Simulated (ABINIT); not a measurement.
Planning a run of ABINIT 10.8.3 on PtSe2 (P-3m1). The input:

```
acell 3*1.0 Angstrom
rprim 
  3.717306547987 0.000000000003 0.000000000000
  -1.858653273996 3.219281904210 0.000000000000
  0.000000000000 0.000000000000 5.820074020000
ntypat 2
znucl 78 34
natom 3
typat 1 2 2
xred 
  0.000000000000 0.000000000000 0.000000000000
  0.666666666667 0.333333333333 0.774611840000
  0.333333333333 0.666666666667 0.225388160000
pp_dirpath "pseudos"
pseudos "Pt.upf, Se.upf"
ecut 39
ngkpt 6 6 4
nshiftk 1
shiftk 0 0 0
kptopt 1
chksymbreak 0
istwfk *1
occopt 1
irdwfk 1
optdriver 3
nband 105
ecuteps 4.8
inclvkb 2
awtr 1
symchi 1
indata_prefix "in"
outdata_prefix "out"
tmpdata_prefix "tmp"
```

```sh
OMP_NUM_THREADS=1 mpirun -n 8 abinit run.abi > log
```

How long will it take on 8 MPI ranks of Intel Xeon Platinum 8488C (Sapphire Rapids), shared host, and how much memory?

It took 6.4 min; on shared hardware allow 3.2 min to 13 min. Peak host memory was 4.1 GiB.

[Paths, hosts, dates, memory and timing lines, banners, echoed tables and standing remarks are left out of the program output.]

[Logs are printed without paths, hosts, clocks, repeated set-up lines and the standing remarks that a program may print on its own settings, such as how far it seeks lower states.]

[Runs of the session that timed out or met a known fault of the program may be left out.]

[Hosts, paths, dates, database ids (printed as entryN), source tags and the programs' standing remarks are cut or masked in the printed files.]

[G0W0 gaps are taken among the corrected bands and points alone; a level outside them can change the order at an edge.]

[Where Ansatz stands beside ABINIT at settings called matched, ABINIT's density can come from a denser mesh and the files from another edition; pairs whose starting gaps differed by over 0.03 eV were left out, so agreement reads better than it is.]
